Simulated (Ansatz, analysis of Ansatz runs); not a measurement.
# Reproducing a measured local vibrational mode: Al-H pair in alpha-quartz, part 2 of 2

Subject: Al-H pair in alpha-quartz. Wanted: its local vibrational mode, in one set-up (PBE, 72-site cell, PBE lattice, 420 eV, k: the single point 1/4 1/4 1/4, anharmonic cut along the mode). The model is a cell of 72 host atoms with Al put on another atom's site and H put in between. The frequencies come from force constants among the defect atom and its neighbours, with the masses of the isotopes named.

Ansatz 0.2.0; PBE, 72-site cell, PBE lattice, 420 eV, k: the single point 1/4 1/4 1/4, anharmonic cut along the mode.

So far. Step 2 (Relaxation, charge 0): Neighbours of the added atoms: H73: O4 0.99, O63 2.06, Si1 2.27 Å.

### Step 3. Local vibrational modes

A local mode lives on the defect and the atoms next to it, so only the sites listed in the input are displaced, which costs far fewer SCF runs than the whole cell would.

This step: plane-wave PAW DFT, PBE; finite-displacement force constants among the atoms nearest to a defect, the others at rest.

File modes/input.yaml:

```yaml
crystal:
  lattice:
    - [10.03667686, 0.0, 0.0]
    - [-5.01833843, 8.69201713, 0.0]
    - [0.0, 0.0, 11.01794812]
  atoms:
    - { symbol: Si, position: [0.229653489, -0.012055109, 0.33020482] }
    - { symbol: Si, position: [0.000910455, 0.243582646, 0.16215262] }
[... 1 atom line left out ...]
    - { symbol: O, position: [0.168868841, 0.100330741, 0.398661358] }
    - { symbol: O, position: [0.364296544, 0.089190053, 0.235619228] }
[... 3 atom lines left out ...]
    - { symbol: O, position: [0.296512748, 0.428066795, 0.428107416] }
[... 2 atom lines left out ...]
    - { symbol: Al, position: [0.269028028, 0.270317298, 0.507975321] }
[... 2 atom lines left out ...]
    - { symbol: O, position: [0.435814544, 0.274463682, 0.548355471] }
    - { symbol: O, position: [0.13173315, 0.206676858, 0.62018607] }
[... 2 atom lines left out ...]
    - { symbol: Si, position: [0.238280778, 0.503280569, 0.329327587] }
[... 6 atom lines left out ...]
    - { symbol: O, position: [0.075331239, 0.859010157, 0.264617102] }
    - { symbol: O, position: [0.290408544, 0.921221, 0.436318307] }
[... 35 atom lines left out ...]
    - { symbol: O, position: [0.820307938, 0.927030263, 0.428231087] }
[... 9 atom lines left out ...]
    - { symbol: H, position: [0.055967889, 0.045022767, 0.409944417] }
basis:
  ecutwfc: 420
  xc_grid: 2
hamiltonian:
  xc: pbe
kpoints:
  mp_grid: { grid: [1, 1, 1], shift: [0.25, 0.25, 0.25] }
scf:
  occupations: { method: fermi_dirac, width: 0.01 }
  max_iter: 120
output: {}
checkpoint:
  read: "../relax.run"
phonons:
  supercell: [1, 1, 1]
  displaced_sites: [0, 3, 11, 62, 72]
```

On the command line:

```
> ansatz run input.yaml --threads 2 --pin off --max-ram 3768MiB --backend cpu --events-out ev --progress --plain --runs-dir out
```

Numbers of over 12 decimals in the logs are rounded to 6 here.

The program printed:

```text
[...]
Crystal: 73 atoms, lattice volume = 961.194 Å³
Basis set: ecut = 420 eV, 18781 PW (Γ), exchange–correlation on 144×144×150 points (8 copies of the dense FFT grid, shifted against one another)
Bands: 265, of which v1, the nominal top of the filled ones, is band 192 counted from 1 (191 counted from 0)
Symmetry: 1 space group operations
k-points: 1
[...]
iter 1 solved again at ethr=2.52e-11 eV; its pass at ethr=3.10e-3 eV (dr2=9.66e-8 eV) is discarded
[...]
SCF iter   6: F=-42495.400715 eV  HF=-42495.400715 eV  |F-HF|=7.28e-12  |Δ(HF+E_count)|=  2.91e-11  Δρ=1.88e-8  dr2=3.29e-12  ethr=1.00e-12  ⟨swp⟩=4.0  Hψ=784  notcnv=0
SCF 1 converged in 6 iterations: F = -42495.400715 eV  dr2 = 3.29e-12
[...]
SCF 2 converged in 9 iterations: F = -42495.400614 eV  dr2 = 7.99e-13
[...]
symmetry images taken by strict's conditions (phonons.symmetry_images: auto; settled by no image being taken that strict refuses)
  force constants formed among 5 of 73 sites (Si 0, O 3, Al 11, O 62, H 72); the other 68 at rest. The modes move the named sites alone.
  the frequencies, the zero-point energy and the sums are of the block with the acoustic sum rule laid on its rows. Row sums over every site: 1.8e-4 eV/Å² at the most
  transpose residual: 4.6e-4 eV/Å²
  largest component of a force at the reference: 7.1e-3 eV/Å on a named site, 5.4e-3 eV/Å on a site at rest
  frequencies among the named sites at Γ of the cell (cm⁻¹): 254.55 288.45 313.58 347.74 426.61 521.80 538.39 601.00 607.39 693.91 703.44 787.51 921.50 1171.24 3378.22
  unstable modes among the named sites: 0
  frequencies as built, with no sum rule (cm⁻¹): 254.54 288.44 313.58 347.74 426.61 521.80 538.38 601.00 607.39 693.91 703.44 787.51 921.50 1171.23 3378.22
  zero-point energy: 0.716340 eV/cell   skipped modes (ω ≤ 0): 0
  not written: the harmonic force-constant file, the file of eigenvectors (these modes' are written with the force constants), the density of states and the dispersion, which are of every site
[key lines of the parts left out:]
SCF converged after 6 iterations
Free energy (F): -42495.400715 eV
Fermi energy:    5.317463 eV
```

Run time: 14 min. Hardware: 2 threads of Arm Neoverse V1, shared host; peak memory 1.6 GiB.

The column dr2 measures how far the density is from self-consistency, as an energy; F and HF (Harris–Foulkes) agree once it is small.

Read from the output:

```
free energy : -42495.4007 eV
```

The modes with the largest weight on the probed atoms (the light atom of a pair), for the masses of each isotope. Modes of the displaced atoms (local only where they lie over the host's phonons):

| isotopes | mode (cm⁻¹) | share of the defect atoms |
| --- | --- | --- |
| H | 3378 | 0.94 |
| H | 1171 | 0.886 |
| H | 538.4 | 0.682 |
| D | 2461 | 0.885 |
| D | 896.5 | 0.511 |
| D | 406 | 0.767 |

### Step 4. Point 1 along the mode

A light atom samples the curved part of its well, so the energy is mapped along the mode and the one-dimensional Schrödinger equation solved on it.

This step: plane-wave PAW DFT, PBE; single point of a defect supercell.

File cut0/input.yaml:

```yaml
crystal:
  lattice:
    - [10.03667686, 0.0, 0.0]
    - [-5.01833843, 8.69201713, 0.0]
    - [0.0, 0.0, 11.01794812]
  atoms:
    - { symbol: Si, position: [0.229628339, -0.012029411, 0.330226055] }
    - { symbol: Si, position: [0.000910455, 0.243582646, 0.16215262] }
[... 1 atom line left out ...]
    - { symbol: O, position: [0.166787302, 0.099335068, 0.398869061] }
    - { symbol: O, position: [0.364296544, 0.089190053, 0.235619228] }
[... 3 atom lines left out ...]
    - { symbol: O, position: [0.296512748, 0.428066795, 0.428107416] }
[... 2 atom lines left out ...]
    - { symbol: Al, position: [0.269007841, 0.270284734, 0.507955926] }
[... 2 atom lines left out ...]
    - { symbol: O, position: [0.435814544, 0.274463682, 0.548355471] }
    - { symbol: O, position: [0.13173315, 0.206676858, 0.62018607] }
[... 2 atom lines left out ...]
    - { symbol: Si, position: [0.238280778, 0.503280569, 0.329327587] }
[... 6 atom lines left out ...]
    - { symbol: O, position: [0.075331239, 0.859010157, 0.264617102] }
    - { symbol: O, position: [0.290408544, 0.921221, 0.436318307] }
[... 35 atom lines left out ...]
    - { symbol: O, position: [0.820403064, 0.927083828, 0.428231479] }
[... 9 atom lines left out ...]
    - { symbol: H, position: [0.089005117, 0.060832178, 0.406671015] }
basis:
  ecutwfc: 420
  xc_grid: 2
hamiltonian:
  xc: pbe
kpoints:
  mp_grid: { grid: [1, 1, 1], shift: [0.25, 0.25, 0.25] }
scf:
  occupations: { method: fermi_dirac, width: 0.01 }
  max_iter: 120
output:
  forces: true
checkpoint:
  read: "../relax.run"
```

The program printed:

```text
[...]
Warning: checkpoint.read: the run can stay near the saved state's solution: 5 site(s) moved relative to the saved geometry (max |Δs| = 3.304e-2 fractional); [...]
[...]
Crystal: 73 atoms, lattice volume = 961.194 Å³
Basis set: ecut = 420 eV, 18781 PW (Γ), exchange–correlation on 144×144×150 points (8 copies of the dense FFT grid, shifted against one another)
Bands: 265, of which v1, the nominal top of the filled ones, is band 192 counted from 1 (191 counted from 0)
Symmetry: 1 space group operations
[...]
k-points: 1
[...]
SCF iter   4: F=—  HF=-42490.920831 eV  |F-HF|=—  |Δ(HF+E_count)|=   2.61e-3  Δρ=2.93e-4  dr2=5.72e-4  ethr=3.91e-6  ⟨swp⟩=3.0  Hψ=393  notcnv=0  defer=26
automatic band count: iteration 4 solves 222 bands in place of 265: the levels show a gap, and the empty bands left out lie too high to hold charge; the band table lists the bands solved (type scf.n_extra_bands for more)
[...]
SCF converged after 9 iterations
Free energy (F): -42490.919603 eV
[...]
Internal energy: -42490.919603 eV  (E = F + TS)
E sigma→0 (E₀):  -42490.919603 eV
Fermi energy:    5.324916 eV
[...]
--- Forces (eV/Å), atoms counted from 1 ---
  atom   1  Si     0.32774582    -0.16282858    -0.19797194
  atom   2  Si    -0.06159732    -0.07113491     0.02812771
  [... 1 atom left out ...]
  atom   4  O     38.00173350    21.32068057    -5.53691206
  atom   5  O     -0.11646411    -0.04039117     0.11810447
  [... 3 atoms left out ...]
  atom   9  O      0.02555045    -0.07270577     0.00467824
  [... 2 atoms left out ...]
  atom  12  Al     0.01539903     0.22086281     0.16555653
  [... 2 atoms left out ...]
  atom  15  O     -0.07220338    -0.04112090    -0.07168559
  atom  16  O      0.07878321    -0.00439957    -0.07027447
  [... 9 atoms left out ...]
  atom  26  O      0.02595860     0.15165308     0.10898292
  atom  27  O     -0.12547729     0.13126513    -0.05665917
  [... 45 atoms left out ...]
  atom  73  H    -38.05035152   -21.40945418     5.53685373
  max |Σ_I F_I| component: 2.25e-5 eV/Å
```

Run time: 32 s. Hardware: 2 threads; peak memory 1.6 GiB; 62 s of CPU time.

Read from the output:

* free energy: -42490.9196 eV

The other runs of this kind differ in structure, charge or spin alone:

| run | outcome | energy less the first (eV) | moment (μB) | time |
| --- | --- | --- | --- | --- |
| point 1 along the mode | converged | 0.0000 | 0.00 | 32 s |
| point 2 along the mode | converged | -2.6202 | 0.00 | 32 s |
| point 3 along the mode | converged | -3.7770 | 0.00 | 32 s |
| point 4 along the mode | converged | -4.3377 | 0.00 | 31 s |
| point 5 along the mode | converged | -4.3838 | 0.00 | 31 s |
| point 6 along the mode | converged | -4.1579 | 0.00 | 32 s |
| point 7 along the mode | converged | -3.8958 | 0.00 | 32 s |
| point 8 along the mode | converged | -3.5856 | 0.00 | 32 s |
| point 9 along the mode | converged | -3.2970 | 0.00 | 32 s |

### Step 5. Anharmonic fundamental

Analysis of the runs above: one-dimensional Schroedinger equation on a polynomial through PBE energies along the local mode.

It gives:

- stretch: 3155 cm⁻¹
- stretch harmonic: 3378 cm⁻¹

The energy by normal coordinate:

| normal coordinate (amu½ Å) | energy (eV) |
| --- | --- |
| -0.300 | 4.48 |
| -0.220 | 1.86 |
| -0.150 | 0.704 |
| -0.075 | 0.143 |
| 0.000 | 0 |
| 0.075 | 0.0973 |
| 0.150 | 0.323 |
| 0.220 | 0.585 |
| 0.300 | 0.895 |
| 0.380 | 1.18 |

### Step 6. Outcome

| Quantity | Value |
| --- | --- |
| distance from the defect atom to its nearest neighbour | 0.989 Å |
| O-H stretch, 1H | 3155 cm⁻¹ |
| time of the whole chain | 26 min on 2 threads |

O-H stretch, 1H: computed 3155 cm⁻¹, measured 3378 cm⁻¹ and 3313 cm⁻¹; 158 cm⁻¹ (5 %) below the nearest measurement. The anharmonic cut moves the O-H stretch, 1H from 3378 to 3155 cm⁻¹; a straight cut leaves out the coupling to the other modes. Only the named neighbours move, so modes near the host's band are approximate.

[Logs are printed without paths, hosts, clocks, repeated set-up lines and the standing remarks that a program may print on its own settings, such as how far it seeks lower states.]

[Hosts, paths, dates, database ids (printed as entryN), source tags and the programs' standing remarks are cut or masked in the printed files.]

[For some hosts the program warned that the k-mesh of the response run may be too coarse for force constants and the static dielectric constant; such warnings are not shown here.]
